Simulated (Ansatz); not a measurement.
G0W0 rungs for SiO2 (I-42d).

```xyz
6
Lattice="-2.3740 2.3740 3.7440 2.3740 -2.3740 3.7440 2.3740 2.3740 -3.7440" Properties=species:S:1:pos:R:3 pbc="T T T"
Si    0.0000    0.0000    0.0000
Si    0.0000    2.3740    1.8720
O     1.1870    2.9599    2.8080
O     0.5858    1.1870    0.9360
O    -1.1870    1.7882    2.8080
O    -0.5858    3.5611    0.9360
```

The cell and positions come from the Crystallography Open Database and are kept as given unless a step says otherwise.

Runs so far (Ansatz 0.2.0, start LDA, PAW set soft_1 files, 4×4×4 mesh). Times are wall times on 1 × NVIDIA H100 80GB HBM3 (shared by 6 runs) with 3 threads of AMD EPYC 7R13 (Zen 3), shared host, good to a factor of about two.

```
bands summed  cutoff (eV)  gap on the mesh (eV)   time
          83           50                 8.799  7.1 s
         207          100                 8.885   11 s
         368          150                 9.047   11 s
         641          220                 9.149   25 s
```

What should the next rung give, with 1011 bands and screening to 300 eV, and where is the limit?

The error falls about as one over the bands when the cutoff rises with them. A line through the two highest rungs given predicts 9.199 eV; the run gave 9.188 eV, close to it. The two highest rungs put the limit near 9.255 eV, the pair below near 9.286 eV; their difference is a rough measure of what is unsettled in bands and cutoff; the mesh is a separate error.

Gaps are over the mesh's points; an edge off the mesh would be missed. Limits: not at the basis limit.

[Paths, hosts, dates, memory and timing lines, banners, echoed tables and standing remarks are left out of the program output.]

[Logs are printed without paths, hosts, clocks, repeated set-up lines and the standing remarks that a program may print on its own settings, such as how far it seeks lower states.]

[Runs of the session that timed out or met a known fault of the program may be left out.]

[Cells called generated may have been cut or substituted from an entry of the Crystallography Open Database or the Materials Project.]

[Hosts, paths, dates, database ids (printed as entryN), source tags and the programs' standing remarks are cut or masked in the printed files.]
